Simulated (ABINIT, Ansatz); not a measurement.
# Calculated records

## A GW chain in ABINIT: Al3GaN4 (P-43m)

It takes space group P-43m (No. 215, cubic). Conventional cell: a = 4.401 Å, b = 4.401 Å, c = 4.401 Å, α = 90.00°, β = 90.00°, γ = 90.00°. Al has 4 N at 1.89 Å nearest. Nearest to Ga lie 4 N at 1.95 Å. Nearest to N lie 3 Al at 1.89 Å and 1 Ga at 1.95 Å. Farther neighbours, and contacts between anions beyond the nearest, are not listed.

```
Al Ga N
1.0
     4.40144    0.00000    0.00000
     0.00000    4.40144    0.00000
     0.00000    0.00000    4.40144
Al Ga N
3 1 4
Direct
  0.50000 0.50000 0.00000
  0.50000 0.00000 0.50000
  0.00000 0.50000 0.50000
  0.00000 0.00000 0.00000
  0.74416 0.74416 0.25584
  0.74416 0.25584 0.74416
  0.25584 0.74416 0.74416
  0.25584 0.25584 0.25584
```

```yaml
method: RPA screening on PBEsol, plane waves, norm-conserving pseudopotentials (and 2 further levels or steps)
program: ABINIT 10.8.3
settings: cutoff 45 Ha, PseudoDojo scalar-relativistic 0.4 stringent, norm-conserving, ngkpt (2, 2, 2), nband 163, ecuteps 6.5 Ha, inclvkb 2, shiftk (0, 0, 0), symchi 1, awtr 1, frequency ppm, 2×2×2 k-mesh
cost: 4 runs, 3 min in all on 4 MPI ranks of Arm Neoverse V2, shared host
notes: The cell and positions are those that the Materials Project relaxed with its own functionals (PBE, PBE+U or r2SCAN), kept fixed. Limits: no spin-orbit coupling. The 2×2×2 mesh is coarse for this cell, which bears on the long-range parts of exchange and screening.
pbesol_gap: 3.33 eV, direct
g0w0_gap_on_the_mesh: 4.31 eV
gw_settings: 2×2×2 mesh, 163 bands, screening to 176.9 eV, Godby-Needs plasmon pole
known_limits: short of the basis limit; no spin-orbit coupling; coarse k mesh
```

G0W0 moves the gap on the mesh from 3.33 eV to 4.31 eV (+0.98 eV), with Z of 0.79 and 0.83 at the edges. Local fields lower the RPA ε∞ on this mesh from 6.24 to 5.72; a Γ-centred mesh this coarse tends to raise both, most where the direct gap is narrow, while a short band sum lowers them.

[Long decimals in the printed logs are rounded to 6 places.]

[Logs are printed without paths, hosts, clocks, repeated set-up lines and the standing remarks that a program may print on its own settings, such as how far it seeks lower states.]

[Paths, hosts, dates, memory and timing lines, banners, echoed tables and standing remarks are left out of the program output; an Ansatz launch command may be rebuilt from the run's recorded settings. Measured values are a selection of at most five: reports struck by readers or far from the other reports are left out. None is set beside runs whose start may be inverted or whose files or cutoffs have a known fault.]

[Runs of the session that timed out or met a known fault of the program may be left out.]

[Hosts, paths, dates, database ids (printed as entryN), source tags and the programs' standing remarks are cut or masked in the printed files.]

[G0W0 gaps are taken among the corrected bands and points alone; a level outside them can change the order at an edge.]

[Where Ansatz stands beside ABINIT at settings called matched, ABINIT's density can come from a denser mesh and the files from another edition; pairs whose starting gaps differed by over 0.03 eV were left out, so agreement reads better than it is.]
